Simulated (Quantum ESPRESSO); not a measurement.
# KZnF3 (Pm-3m): the Zn K absorption edge, part 3 of 3

Aim: the near-edge shape at the Zn K edge of KZnF3 (Pm-3m), and what the core hole does to it.

Quantum ESPRESSO 7.5; X-ray absorption near-edge structure, plane-wave PAW PBE, one-electron final states by a Lanczos continued fraction.

So far. Step 2 (The field without a hole): The mesh shows a gap of 3.91 eV, so the hole is first treated in a charged cell, without the excited electron. Step 3 (Spectrum without a core hole, Zn atom 1): Main maxima below 30 eV (height): 10.9 eV (2.43), 18.3 eV (1.13) and 23.6 eV (1.14). A K edge sees empty p states on the absorber.

## Step 7: Spectrum with FCH, Zn atom 1 (continued)

The Zn K spectrum, Zn atom 1, full core hole (charged cell) (energy from the lowest empty level; intensity scaled to a mean of 1 over the first 20 eV; folded afterwards to Lorentzian half width 0.83 eV up to 4 eV, rising linearly to 1.75 eV at 25 eV; the points at xe0, where the cut of filled states can leave a spike, are interpolated):

```csv
E (eV),intensity
-2.0,0.07
-1.4,0.07
-0.8,0.08
-0.2,0.10
0.4,0.11
1.0,0.14
1.6,0.17
2.2,0.20
2.8,0.26
3.4,0.38
4.0,0.56
4.6,0.71
5.2,0.87
5.8,1.24
6.4,1.68
7.0,1.79
7.6,1.64
8.2,1.61
8.8,1.73
9.4,1.92
10.0,2.17
10.6,2.15
11.2,1.88
11.8,1.65
12.4,1.34
13.0,1.05
13.6,0.89
14.2,0.80
14.8,0.71
15.4,0.62
16.0,0.57
16.6,0.56
17.2,0.60
17.8,0.68
18.4,0.78
19.0,0.86
19.6,0.86
20.2,0.81
20.8,0.74
21.4,0.69
22.0,0.69
22.6,0.72
23.2,0.78
23.8,0.85
24.4,0.89
25.0,0.89
25.6,0.84
26.2,0.75
26.8,0.65
27.4,0.59
28.0,0.54
28.6,0.51
29.2,0.49
29.8,0.49
30.4,0.49
31.0,0.51
31.6,0.53
```

Main maxima below 30 eV (height): 6.8 eV (1.81), 10.3 eV (2.21), 19.4 eV (0.87) and 24.7 eV (0.90). 

The hole costs E(hole) − E(ground) = 9688.94 eV, and the lowest empty level of the hole cell lies at 6.80 eV, which puts the zero at 9695.74 eV. One term is added: -30.96 eV, since the hole is spin-paired here and a spin-polarised one costs that much less in the free atom (computed apart). The photon energy is then 9664.78 eV. The tabulated edge of the element is 9659 eV. The functional and the charged cell's background leave an error of a few eV in such absolute values.

## Step 8: Quadrupole spectrum with FCH, Zn atom 1

Pre-edge features of transition metals can come from s→d transitions, which the dipole operator misses, so the quadrupole term is computed on the same field.

Changed against the first core-hole run: operator from dipole to quadrupole.

Input file xspectra.in:

```
&input_xspectra
   calculation='xanes_quadrupole', edge='K'
   prefix='x', outdir='tmp', xiabs=1, xe0=5.0905
   xonly_plot=.false., x_save_file='xanes.sav'
   xniter=3000, xcheck_conv=20, xerror=0.005
   xcoordcrys=.false., xepsilon(1)=1, xepsilon(2)=0, xepsilon(3)=0
   xkvec(1)=0, xkvec(2)=1, xkvec(3)=0
/
&plot
   xnepoint=226, xemin=-8, xemax=22, terminator=.true., cut_occ_states=.true.
   xgamma=0.4
/
&pseudos
   filecore='../Zn.wfc'
/
&cut_occ
   cut_desmooth=0.1, cut_stepl=0.05, cut_stepu=0.05, cut_ierror=1e-5
/
5 5 5 0 0 0
```

Command:

```
$ OMP_NUM_THREADS=1 mpirun --oversubscribe --bind-to none -np 4 xspectra.x -nk 4 -in xspectra.in > xspectra.out
```

Output:

```text
     [... banner and references ...]
Reading input_file

     calculation: xanes_qyadrupole

     xepsilon  [cartesian coordinates]:   1.000000   0.000000   0.000000

     xonly_plot: FALSE
        => complete calculation: Lanczos + spectrum plot

     filecore (core-wavefunction file): ../Zn.wfc

     main plot parameters:
        cut_occ_states: TRUE
        gamma_mode:  constant
        -> using xgamma [eV]:  0.40
        xemin [eV]:  -8.00
        xemax [eV]:  22.00
        xnepoint:  226
        xe0 [eV]:   5.090500 (energy zero read in input file)

[...]
Results of STEP 1 successfully written in x_save_file
     x_save_file name:
     ->  xanes.sav
     x_save_file version:  2

     ... End STEP 1 ...

     ... Begin STEP 2 ...

     The spectrum is calculated using the following parameters:
        xe0 [eV]:    5.0905
        the occupied states are elimintate from the spectrum
        xemin [eV]:  -8.00
        xemax [eV]:  22.00
        xnepoint:  226
        constant broadening parameter [eV]:    0.400
        Core level energy [eV]:  -9659.
         (from electron binding energy of neutral atoms in X-ray data booklet)

     Cross-section successfully written in xanes.dat

     ... End STEP 2 ...

                                END JOB XSpectra
```

Run time: 94 s. Hardware: 4 MPI ranks of Intel Xeon 6975P-C (Granite Rapids), shared host; peak memory 0.21 GiB; 6.3 min of CPU time.

Dipole and quadrupole parts on one scale (eps x, k y):

```csv
E (eV),dipole,quadrupole × 20
-3.0,0.06,0.00
-2.0,0.07,0.00
-1.0,0.08,0.00
0.0,0.10,0.00
1.0,0.14,0.00
2.0,0.19,0.00
3.0,0.29,0.00
4.0,0.56,0.00
5.0,0.80,0.00
6.0,1.40,0.00
7.0,1.79,0.00
8.0,1.60,0.00
9.0,1.79,0.01
10.0,2.17,0.01
11.0,1.97,0.01
12.0,1.56,0.02
13.0,1.05,0.02
14.0,0.82,0.03
15.0,0.68,0.03
16.0,0.57,0.04
17.0,0.58,0.04
18.0,0.72,0.03
19.0,0.86,0.02
20.0,0.83,0.02
```

## Step 9: With and without the hole

Both curves are counted from their own zero, so only the shift of weight within the empty states shows.

```csv
E (eV),no hole,FCH
-2.0,0.06,0.07
-1.0,0.07,0.08
0.0,0.09,0.10
1.0,0.13,0.14
2.0,0.18,0.19
3.0,0.28,0.29
4.0,0.40,0.56
5.0,0.60,0.80
6.0,0.74,1.40
7.0,0.80,1.79
8.0,0.97,1.60
9.0,1.54,1.79
10.0,2.11,2.17
11.0,2.43,1.97
12.0,1.96,1.56
13.0,1.46,1.05
14.0,1.08,0.82
15.0,0.82,0.68
16.0,0.80,0.57
17.0,0.97,0.58
18.0,1.12,0.72
19.0,1.09,0.86
20.0,0.97,0.83
21.0,0.90,0.72
22.0,0.96,0.69
23.0,1.11,0.76
24.0,1.12,0.87
25.0,1.00,0.89
26.0,0.87,0.78
27.0,0.77,0.63
28.0,0.67,0.54
29.0,0.60,0.50
30.0,0.60,0.49
31.0,0.67,0.51
32.0,0.75,0.54
```

With each curve scaled to its own mean, the area from −2 to 6 eV with the hole is 2.8 against 2.2, and the centre of weight from −1 to 20 eV moves by -1.2 eV: the hole pulls the absorber's empty states down.

## Step 10: Runs not followed above

These runs aren't followed: redraws of a spectrum that repeat one shown, runs with a planted fault or a state judged unsound, or a program's part that gave no sound spectrum.

| program | step | status | elapsed |
| --- | --- | --- | --- |
| Quantum ESPRESSO | no core hole, redrawn | converged | 1.6 s |
| Quantum ESPRESSO | spectrum with FCH, redrawn | converged | 1.9 s |

## Step 11: What came out

- absorber and edge: Zn K, atom 1 of the ground-state input (counted from 1)
- surroundings: 6 F at 2.02 Å (octahedral, site symmetry m-3m)
- highest intensity below 24 eV: 10.3 eV above the zero, height 2.21
- photon energy of the zero, with the added terms: 9664.8 eV (raw 9695.7 eV; uncertain by a few eV)

**Reading.** The Zn K edge of atom 1, with 6 F at 2.02 Å (octahedral, site symmetry m-3m), has its highest intensity of the first 24 eV at 10.3 eV above the zero, near 9675 eV in photon energy (uncertain by a few eV), 2.2 times the mean level of the first 20 eV (Lorentzian half width 0.83 eV up to 4 eV, rising linearly to 1.75 eV at 25 eV (not a setting of the program: the run's 0.4 eV curve was folded afterwards with a further Lorentzian)). With each curve scaled to its own mean, the area from −2 to 6 eV with the hole is 2.8 against 2.2, and the centre of weight from −1 to 20 eV moves by -1.2 eV: the hole pulls the absorber's empty states down. The quadrupole part peaks at 16.7 eV with 0.2 % of the dipole spectrum's mean level. The holes are only 5.7 Å apart, so the shape is probably not converged with cell size; no larger cell was run here. Lifetime broadening is put in by hand, and intensities beyond about 20 eV depend on it and on the partial waves; weight that the partial waves miss at high energy is lost. The structure is a published determination, not relaxed.

[Banner, clock and machine lines of the logs are left out without a mark of their own.]

[Logs are printed without paths, hosts, clocks, repeated set-up lines and the standing remarks that a program may print on its own settings, such as how far it seeks lower states.]

[Hosts, paths, dates, database ids (printed as entryN), source tags and the programs' standing remarks are cut or masked in the printed files.]

[Lists of maxima count a maximum above −3 eV only where it reaches 4 % of the highest in the window and stands out from its surroundings by 2 % of it (1.5 % where it reaches 55 %); shoulders and weaker maxima are passed over, and of the rest the first, up to two pre-edge ones and the few strongest are named.]
